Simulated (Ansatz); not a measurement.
# Te2Mo (P6_3/mmc): the G0W0 gap against the k mesh

Aim: the G0W0 gap of Te2Mo (P6_3/mmc) on a series of meshes, at fixed bands and cutoff.

Main program and level: Ansatz 0.2.0; G0W0 on PBE, plane waves, PAW; PAW set soft_1.

**1. The starting structure**

The structure is hexagonal, space group P6_3/mmc (No. 194). Conventional cell: a = 3.518 Å, b = 3.518 Å, c = 13.974 Å, α = 90.00°, β = 90.00°, γ = 120.00°. Nearest to Te lie 3 Mo at 2.72 Å. Mo has 6 Te at 2.72 Å nearest. Farther neighbours and most contacts between anions are not listed.

Coordinates:

```cif
data_structure
_symmetry_space_group_name_H-M 'P 1'
_symmetry_Int_Tables_number 1
_cell_length_a 3.5182
_cell_length_b 3.5182
_cell_length_c 13.9736
_cell_angle_alpha 90.000
_cell_angle_beta 90.000
_cell_angle_gamma 120.000
_cell_volume 149.79
loop_
_atom_site_label
_atom_site_type_symbol
_atom_site_fract_x
_atom_site_fract_y
_atom_site_fract_z
_atom_site_occupancy
Te1 Te 0.33333 0.66667 0.62100 1
Te2 Te 0.66667 0.33333 0.12100 1
Te3 Te 0.33333 0.66667 0.87900 1
Te4 Te 0.66667 0.33333 0.37900 1
Mo5 Mo 0.33333 0.66667 0.25000 1
Mo6 Mo 0.66667 0.33333 0.75000 1
```

The cell and positions come from the Crystallography Open Database and are kept as given unless a step says otherwise. Spin-orbit coupling is left out unless a step names it.

**2. The 6×6×1 mesh**

Now the one-shot GW correction: screening in the RPA, then the self-energy of the levels asked for. This step takes PAW set soft_1 files.

Contents of input.yaml:

```yaml
crystal:
  lattice:
    - [3.5182, 0.0, 0.0]
    - [-1.7591, 3.0468505756, 0.0]
    - [0.0, 0.0, 13.9736]
  atoms:
    - { symbol: Te, position: [0.3333333333, 0.6666666667, 0.621] }
    - { symbol: Te, position: [0.6666666667, 0.3333333333, 0.121] }
    - { symbol: Te, position: [0.3333333333, 0.6666666667, 0.879] }
    - { symbol: Te, position: [0.6666666667, 0.3333333333, 0.379] }
    - { symbol: Mo, position: [0.3333333333, 0.6666666667, 0.25] }
    - { symbol: Mo, position: [0.6666666667, 0.3333333333, 0.75] }
kpoints:
  mp_grid: { grid: [6, 6, 1] }
hamiltonian:
  xc: pbe
  pseudopotentials: { kind: paw, azcp: { folder: soft_1 } }
scf:
  occupations: { method: fixed }
gw:
  n_empty_bands: 340
  ecut_chi: 100
  qp_bands: [v2, c2]
  qp_kpoints: band_edges
  screening: { model: contour_deformation }
```

Command:

```sh
$ ansatz run input.yaml --threads 2 --pin off --max-ram 73728MiB --backend cuda --events-out ev --progress --plain --runs-dir out --devices 1 --max-vram 13GiB
```

Numbers of over 12 decimals in the logs are rounded to 6 here.

Output:

```text
GPUs: using 1 of 1 available (devices: 1).
Engine: ansatz 0.2.0, x86_64-unknown-linux-gnu
Pseudopotentials: kind: paw
Pseudopotential: Te, paw, valence charge 16, recommended cutoff 420 eV (normal), soft_1/Te.paw.azcp
Pseudopotential: Mo, paw, valence charge 14, recommended cutoff 420 eV (normal), soft_1/Mo.paw.azcp
Functional definition: PBE
  parameter kappa = 0.804
  parameter beta = 0.066725
  exchange = pbe_x(kappa = kappa, mu = beta*pi^2/3)
  correlation = pbe_c(beta = beta)
device memory: the entry about to start is reckoned to put 1.9 GiB on a device that reports 57.9 GiB free (of which the cap on the GPU budget leaves the run 13.0 GiB)
GPU FFT provider: cuFFT
GPU libraries: cuBLAS 13.8.2, cuFFT 12.4.0, cuSOLVER 12.3.4
Crystal: 6 atoms, lattice volume = 149.789 Å³
Basis set: ecut = 420 eV, 2909 PW (Γ)
Bands: 56, of which v1, the nominal top of the filled ones, is band 46 counted from 1 (45 counted from 0)
Symmetry: 24 space group operations
Space group: P63/mmc (ITA 194), of the structure as read, at distance tolerance 5.3e-5 Å
k-points: 7 of 36
Non-local potential: Te, projectors of the file, l = 0: 2, l = 1: 2, l = 2: 2, l = 3: 1
Non-local potential: Mo, projectors of the file, l = 0: 3, l = 1: 2, l = 2: 2, l = 3: 1
PAW form: soft (Blöchl's): semilocal exchange-correlation on the pseudo side does not see the compensation charge
PAW one-centre angular grid: Te, 590 points (default); XC on 64 Gauss nodes
PAW one-centre angular grid: Mo, 590 points (default); XC on 64 Gauss nodes
Initial density: superposition of atomic densities (chi_scale 0.1, normalization cell, long waves kept (reshape's long-wave potential 0.01 eV rms))
Initial wavefunctions: pseudopotential atomic-orbital guess
GPU buffer pool allocated for 55296 grid points (all kernels)
GPU transforms: local potential and band sums: pruned to the plane-wave sphere, on 24×24×96
Functional: x = pbe(κ = 0.804, μ = 0.219515), c = pbe(β = 0.066725)
SCF iter   1: F=—  HF=-37835.227336 eV  |F-HF|=—  |Δ(HF+E_count)|=         —  Δρ=5.47e-2  dr2=6.46e0  ethr=3.10e-3  ⟨swp⟩=5.0  Hψ=1273  notcnv=0  defer=44
preconditioner: auto → Resta (q_TF=auto, 2.515 Å⁻¹)  ε∞=6.4  [insulator: Δε(μ)=0.754 eV  Ē_g=7.847 eV  n_scr=52 (ndim 8)  ℏωp=18.2 eV  f_vac=0.007  ε∞_Penn≈6.4]
SCF iter   2: F=—  HF=-37834.144618 eV  |F-HF|=—  |Δ(HF+E_count)|=    1.08e0  Δρ=2.12e-2  dr2=2.50e0  ethr=3.10e-3  ⟨swp⟩=3.0  Hψ=693  notcnv=0  defer=47
SCF iter   3: F=—  HF=-37833.886676 eV  |F-HF|=—  |Δ(HF+E_count)|=   2.58e-1  Δρ=1.40e-2  dr2=4.28e-1  ethr=2.71e-3  ⟨swp⟩=2.0  Hψ=446  notcnv=0  defer=42
SCF iter   4: F=—  HF=-37833.790389 eV  |F-HF|=—  |Δ(HF+E_count)|=   9.63e-2  Δρ=1.96e-3  dr2=7.57e-3  ethr=4.65e-4  ⟨swp⟩=2.3  Hψ=551  notcnv=0  defer=50
SCF iter   5: F=—  HF=-37833.791783 eV  |F-HF|=—  |Δ(HF+E_count)|=   1.39e-3  Δρ=6.79e-4  dr2=1.19e-3  ethr=8.23e-6  ⟨swp⟩=2.0  Hψ=523  notcnv=0  defer=56
SCF iter   6: F=—  HF=-37833.792072 eV  |F-HF|=—  |Δ(HF+E_count)|=   2.89e-4  Δρ=2.25e-4  dr2=1.42e-4  ethr=1.29e-6  ⟨swp⟩=2.0  Hψ=510  notcnv=0  defer=56
SCF iter   7: F=—  HF=-37833.792134 eV  |F-HF|=—  |Δ(HF+E_count)|=   6.19e-5  Δρ=5.67e-5  dr2=5.33e-6  ethr=1.55e-7  ⟨swp⟩=2.0  Hψ=480  notcnv=0  defer=35
SCF iter   8: F=—  HF=-37833.792142 eV  |F-HF|=—  |Δ(HF+E_count)|=   8.28e-6  Δρ=1.79e-5  dr2=5.79e-7  ethr=5.79e-9  ⟨swp⟩=3.0  Hψ=715  notcnv=0  defer=22
SCF iter   9: F=-37833.792143 eV  HF=-37833.792143 eV  |F-HF|=6.18e-9  |Δ(HF+E_count)|=   5.41e-7  Δρ=4.63e-6  dr2=2.62e-8  ethr=1.09e-10  ⟨swp⟩=11.4  Hψ=1604  notcnv=0
SCF 1 converged in 9 iterations: F = -37833.792143 eV  dr2 = 2.62e-8
[...]
device memory: the entry about to start is reckoned to put 2.3 GiB on a device that reports 60.1 GiB free (of which the cap on the GPU budget leaves the run 13.0 GiB)
NSCF: frozen V_eff on 7 k-points
[...]
device memory: the entry about to start is reckoned to put 3.1 GiB on a device that reports 60.6 GiB free (of which the cap on the GPU budget leaves the run 13.0 GiB)
NSCF: frozen V_eff on 7 k-points
G₀W₀ screening: q 1/7
[... further progress lines ...]
device memory: the entry about to start is reckoned to put 0.8 GiB on a device that reports 54.4 GiB free (of which the cap on the GPU budget leaves the run 13.0 GiB)
NSCF: frozen V_eff on 1 k-points
device memory: the entry about to start is reckoned to put 0.8 GiB on a device that reports 54.3 GiB free (of which the cap on the GPU budget leaves the run 13.0 GiB)
NSCF: frozen V_eff on 1 k-points
device memory: the entry about to start is reckoned to put 0.8 GiB on a device that reports 54.3 GiB free (of which the cap on the GPU budget leaves the run 13.0 GiB)
NSCF: frozen V_eff on 1 k-points
SCF converged after 9 iterations
Free energy (F): -37833.792143 eV
Harris-Foulkes:  -37833.792143 eV  (|F-HF|=6.18e-9)
Internal energy: -37833.792143 eV  (E = F + TS)
E sigma→0 (E₀):  -37833.792143 eV
Fermi energy:    12.461741 eV
--- Per-component energies (eV) ---
  E_band       = -1144.855602
  E_kinetic    = 1537.113169
  E_local      = -8838.422429  (includes V_loc(G=0)·N_el)
  E_nonlocal   = 565.280370
  E_hartree    = 4174.151796
  E_xc         = -842.812388
  E_vxc        = -848.074190  (∫ρ·V_xc dr)
  E_paw        = -25112.481511  (= ΣΔE_a)
  E_vpaw       = -1909.053560  (= ΣTr[D̂ρ^β])
  E_aug_tail   = 0.000465  (compensation charges beyond the density's cutoff)
  E_ewald      = -9316.621616
  E_smearing   = -0.000000  (= −TS)
  E_closure    = 0.000000  (closes the sum)
  Σ components = -37833.792143   (vs F -37833.792143, Δ=0.00e0)
--- Band table (eV; the first three rows and the last of 7) ---
  k-point 0: bands = [... 42 lower, 11.4497, 11.4497, 12.1391, 12.4617, 15.3679, 15.3679, 15.5011, 15.5011, ... 6 higher]
  k-point 1: bands = [... 42 lower, 11.2360, 11.4721, 12.0168, 12.1798, 14.2666, 14.5349, 14.5603, 14.8032, ... 6 higher]
  k-point 2: bands = [... 42 lower, 11.1740, 11.3943, 11.5630, 11.7088, 13.5803, 13.9579, 14.1776, 14.1923, ... 6 higher]
  k-point 6: bands = [... 42 lower, 10.6286, 10.6286, 12.1555, 12.3948, 13.4341, 13.4341, 13.6244, 14.6357, ... 6 higher]
--- G₀W₀: contour deformation, 7 samples at zero and on the imaginary axis and 1 off it, 36 q-points, 340 empty bands' worth ---
  eigenvalues of the whole cell's RPA ε∞ on this k-mesh (on a slab, of 1 + 4πα/V) = 13.0060, 19.9640, 19.9640; static W/v taken at q = 0 is 0.059783
  gw.qp_kpoints: band_edges: 7 of 7 stored k-points solved, in 1 pass; an edge of the gap read off the rows below is read off those points alone
    ik  band        ε_KS         Σx   Σc(E_QP)       V_xc       Z   E_QP_lin       E_QP  E_QP is
     0    45     12.1391   -16.3074     1.2715   -14.7027  0.7625    11.8036    11.8060  root
     0    46     12.4617   -18.8086     0.4031   -18.5215  0.7255    12.5775    12.5777  root
     0    47     15.3679   -12.6205    -3.9763   -16.8098  0.7298    15.5825    15.5809  root
     0    48     15.3679   -12.6205    -3.9763   -16.8098  0.7298    15.5825    15.5809  root
     1    45     12.0168   -18.6168     0.7088   -17.9978  0.7233    12.1065    12.1067  root
     1    46     12.1798   -16.3665     1.1840   -14.8720  0.7640    11.8674    11.8693  root
     1    47     14.2666   -13.0002    -3.9915   -17.2382  0.7254    14.5151    14.5131  root
     1    48     14.5349   -13.5423    -3.9685   -17.8591  0.7406    14.8866    14.8831  root
     2    45     11.5630   -17.8879     1.2490   -16.5587  0.7309    11.4827    11.4829  root
     2    46     11.7088   -18.2715     1.1430   -17.0974  0.7302    11.6776    11.6776  root
     2    47     13.5803   -13.9576    -4.0060   -18.3240  0.7192    13.9441    13.9407  root
     2    48     13.9579   -14.3650    -3.8388   -18.5341  0.7176    14.2917    14.2883  root
     3    45     11.8620   -16.5314     1.1443   -15.1499  0.7544    11.6236    11.6248  root
     3    46     12.1515   -17.0512     1.0467   -15.8149  0.7552    11.9613    11.9620  root
[...]
5    48     13.9563   -15.6931    -4.3499   -20.4928  0.6949    14.4142    14.4061  root
     6    45     12.1555   -17.8280     0.4142   -17.5295  0.7175    12.2710    12.2712  root
     6    46     12.3948   -18.5942     0.2985   -18.4565  0.7168    12.5553    12.5557  root
     6    47     13.4341   -15.3167    -3.9004   -19.6417  0.7098    13.8631    13.8586  root
     6    48     13.4341   -15.3167    -3.9004   -19.6417  0.7098    13.8631    13.8586  root
```

Wall time 17 s (1 × NVIDIA H100 80GB HBM3 (shared by 6 runs) with 2 threads of AMD EPYC 7R13 (Zen 3), shared host); peak memory 1.3 GiB.

This step gave:

| Item | Value |
| --- | --- |
| bands summed | 386 |
| RPA ε∞ on this mesh (eigenvalues) | 13.01, 19.96, 19.96 |
| plane waves in the screening matrix | 329 |
| q-points in the mesh | 36 |
| G0W0 gap on the mesh | 0.9767 eV |
| k of the valence top | 0, 0, 0 |
| k of the conduction bottom | 0.1667, 0.1667, 0 |
| starting gap on the mesh | 0.8260 eV |
| Z at the valence top | 0.7255 |
| Z at the conduction bottom | 0.7368 |
| least direct G0W0 gap on the computed points | 1.303 eV |

The gap on the mesh goes from 0.83 eV to 0.98 eV, a correction of +0.15 eV. Between the two edge states, bare exchange in place of the xc potential would open the gap by 4.09 eV, and correlation takes back 3.94 eV.

**3. The 6×6×2 mesh**

Only the mesh changes. It samples the long-range screening, which converges on its own terms.

input.yaml, as its differences from that of step 2:

```diff
@@ -13,3 +13,3 @@
 kpoints:
-  mp_grid: { grid: [6, 6, 1] }
+  mp_grid: { grid: [6, 6, 2] }
 hamiltonian:
```

Output:

```text
GPUs: using 1 of 1 available (devices: 1).
[...]
GPU FFT provider: cuFFT
GPU libraries: cuBLAS 13.8.2, cuFFT 12.4.0, cuSOLVER 12.3.4
Crystal: 6 atoms, lattice volume = 149.789 Å³
Basis set: ecut = 420 eV, 2909 PW (Γ)
Bands: 56, of which v1, the nominal top of the filled ones, is band 46 counted from 1 (45 counted from 0)
[... 1 set-up line as in the run before ...]
[...]
k-points: 14 of 72
[...]
GPU buffer pool allocated for 55296 grid points (all kernels)
[...]
SCF iter   1: F=—  HF=-37835.277720 eV  |F-HF|=—  |Δ(HF+E_count)|=         —  Δρ=5.47e-2  dr2=6.43e0  ethr=3.10e-3  ⟨swp⟩=5.0  Hψ=2550  notcnv=0  defer=95
[...]
SCF iter   9: F=-37833.847363 eV  HF=-37833.847363 eV  |F-HF|=7.29e-9  |Δ(HF+E_count)|=   4.74e-7  Δρ=4.86e-6  dr2=2.98e-8  ethr=1.09e-10  ⟨swp⟩=11.6  Hψ=3206  notcnv=0
SCF 1 converged in 9 iterations: F = -37833.847363 eV  dr2 = 2.98e-8
[...]
0    45     12.1360   -16.2208     1.1836   -14.7019  0.7663    11.7985    11.8007  root
     0    46     12.4590   -18.8309     0.4198   -18.5248  0.7262    12.5726    12.5729  root
     0    47     15.3632   -12.6050    -3.9860   -16.8101  0.7299    15.5837    15.5823  root
     0    48     15.3632   -12.6050    -3.9860   -16.8101  0.7299    15.5837    15.5823  root
     1    45     12.3779   -18.2160     0.6173   -17.6139  0.7349    12.3930    12.3930  root
     1    46     12.3779   -18.2160     0.6173   -17.6139  0.7349    12.3930    12.3930  root
     1    47     15.4009   -12.5790    -4.0122   -16.8018  0.7277    15.6129    15.6115  root
     1    48     15.4009   -12.5790    -4.0122   -16.8018  0.7277    15.6129    15.6115  root
[...]
13    45     12.2496   -18.0650     0.3437   -17.8521  0.7184    12.3802    12.3805  root
    13    46     12.2496   -18.0650     0.3437   -17.8521  0.7184    12.3802    12.3805  root
    13    47     13.4386   -15.3377    -3.8766   -19.6430  0.7108    13.8717    13.8673  root
    13    48     13.4386   -15.3377    -3.8766   -19.6430  0.7108    13.8717    13.8673  root
[key lines of the parts left out:]
SCF converged after 9 iterations
Free energy (F): -37833.847363 eV
Fermi energy:    12.459033 eV
```

Run time: 35 s. Hardware: 1 × NVIDIA H100 80GB HBM3 (shared by 6 runs) with 2 threads; peak memory 1.7 GiB.

This step gave:

```yaml
bands_summed: 386
rpa_eps_infinity_on_this_mesh_eigenvalues: 10.70, 19.78, 19.78
plane_waves_in_the_screening_matrix: 329
q_points_in_the_mesh: 72
g0w0_gap_on_the_mesh: 0.9828 eV
k_of_the_valence_top: 0, 0, 0
k_of_the_conduction_bottom: 0.1667, 0.1667, 0
starting_gap_on_the_mesh: 0.8263 eV
z_at_the_valence_top: 0.7262
z_at_the_conduction_bottom: 0.7387
least_direct_g0w0_gap_on_the_computed_points: 1.310 eV
```

Against the run with 6×6×1 mesh, 340 empty bands, screening to 100 eV, PAW set soft_1 files, the gap moves by +0.006 eV.

**4. The 12×12×2 mesh**

input.yaml, as its differences from that of step 3:

```diff
@@ -13,3 +13,3 @@
 kpoints:
-  mp_grid: { grid: [6, 6, 2] }
+  mp_grid: { grid: [12, 12, 2] }
 hamiltonian:
```

Output:

```text
GPUs: using 1 of 1 available (devices: 1).
[...]
GPU FFT provider: cuFFT
GPU libraries: cuBLAS 13.8.2, cuFFT 12.4.0, cuSOLVER 12.3.4
Crystal: 6 atoms, lattice volume = 149.789 Å³
Basis set: ecut = 420 eV, 2909 PW (Γ)
Bands: 56, of which v1, the nominal top of the filled ones, is band 46 counted from 1 (45 counted from 0)
[... 1 set-up line as in the run before ...]
[...]
k-points: 38 of 288
[...]
1    48     15.4011   -12.5903    -4.0020   -16.8020  0.7284    15.6122    15.6109  root
[...]
37    45     12.2484   -17.9666     0.2517   -17.8524  0.7198    12.3856    12.3859  root
    37    46     12.2484   -17.9666     0.2517   -17.8524  0.7198    12.3856    12.3859  root
    37    47     13.4397   -15.4364    -3.7822   -19.6427  0.7123    13.8677    13.8639  root
    37    48     13.4397   -15.4364    -3.7822   -19.6427  0.7123    13.8677    13.8639  root
[key lines of the parts left out:]
SCF converged after 9 iterations
Free energy (F): -37833.848121 eV
Fermi energy:    12.460203 eV
```

Run time: 6.6 min. Hardware: 1 × NVIDIA H100 80GB HBM3 (shared by 6 runs) with 2 threads; peak memory 2.9 GiB; 11 min of CPU time.

This step gave:

```yaml
bands_summed: 386
rpa_eps_infinity_on_this_mesh_eigenvalues: 10.58, 19.29, 19.29
plane_waves_in_the_screening_matrix: 329
g0w0_gap_on_the_mesh: 0.9524 eV
k_of_the_valence_top: 0, 0, 0
k_of_the_conduction_bottom: 0.1667, 0.25, 0
starting_gap_on_the_mesh: 0.7602 eV
least_direct_g0w0_gap_on_the_computed_points: 1.301 eV
```

Against the run with 6×6×2 mesh, 340 empty bands, screening to 100 eV, PAW set soft_1 files, the gap moves by −0.03 eV, while the start moved by −0.07 eV. A band edge is found at another k point on this mesh.

**5. The meshes together**

Times are wall times on 1 × NVIDIA H100 80GB HBM3 (shared by 6 runs) with 2 threads of AMD EPYC 7R13 (Zen 3), shared host, good to a factor of about two.

| mesh | points | irreducible | start (eV) | G0W0 (eV) | shift (eV) | RPA ε∞ (mean) | time |
| --- | --- | --- | --- | --- | --- | --- | --- |
| 6×6×1 | 36 | 7 | 0.826 | 0.977 | +0.151 | 17.64 | 17 s |
| 6×6×2 | 72 | 14 | 0.826 | 0.983 | +0.156 | 16.75 | 35 s |
| 12×12×2 | 288 | 38 | 0.760 | 0.952 | +0.192 | 16.38 | 6.6 min |

**6. Outcome**

* 6×6×1: 0.977 eV (shift +0.151)
* 6×6×2: 0.983 eV (shift +0.156)
* 12×12×2: 0.952 eV (shift +0.192)
* settings: PBE start, 340 empty bands, 100 eV

What this shows: The shift is +0.15 eV on 6×6×1 and +0.19 eV on 12×12×2. On 12×12×2 the edges lie at Γ and (0.167, 0.250, 0.000), on 6×6×2 at Γ and (0.167, 0.167, 0.000), so these two shifts belong to different pairs of states. The RPA ε∞ (mean) ranges from 16.38 to 17.64 and ends at 16.38. The starting gap changes too, by 0.07 eV, since the meshes hold different points and converge the density differently. From 36 to 288 points the time grows 23-fold. Bands and cutoff are modest here, so the values stand off the basis limit. The 12×12×2 mesh is coarse for this cell (its supercell is 28 Å along the shortest edge). The RPA ε∞ on it, from the PBE start, is 10.58 and 19.29; such meshes misread the long-range screening, most where the gap is narrow. The many-body steps are scalar-relativistic: spin-orbit coupling is not in them.

[Paths, hosts, dates, memory and timing lines, banners, echoed tables and standing remarks are left out of the program output.]

[Logs are printed without paths, hosts, clocks, repeated set-up lines and the standing remarks that a program may print on its own settings, such as how far it seeks lower states.]

[Runs of the session that timed out or met a known fault of the program may be left out.]

[Cells called generated may have been cut or substituted from an entry of the Crystallography Open Database or the Materials Project.]

[Hosts, paths, dates, database ids (printed as entryN), source tags and the programs' standing remarks are cut or masked in the printed files.]
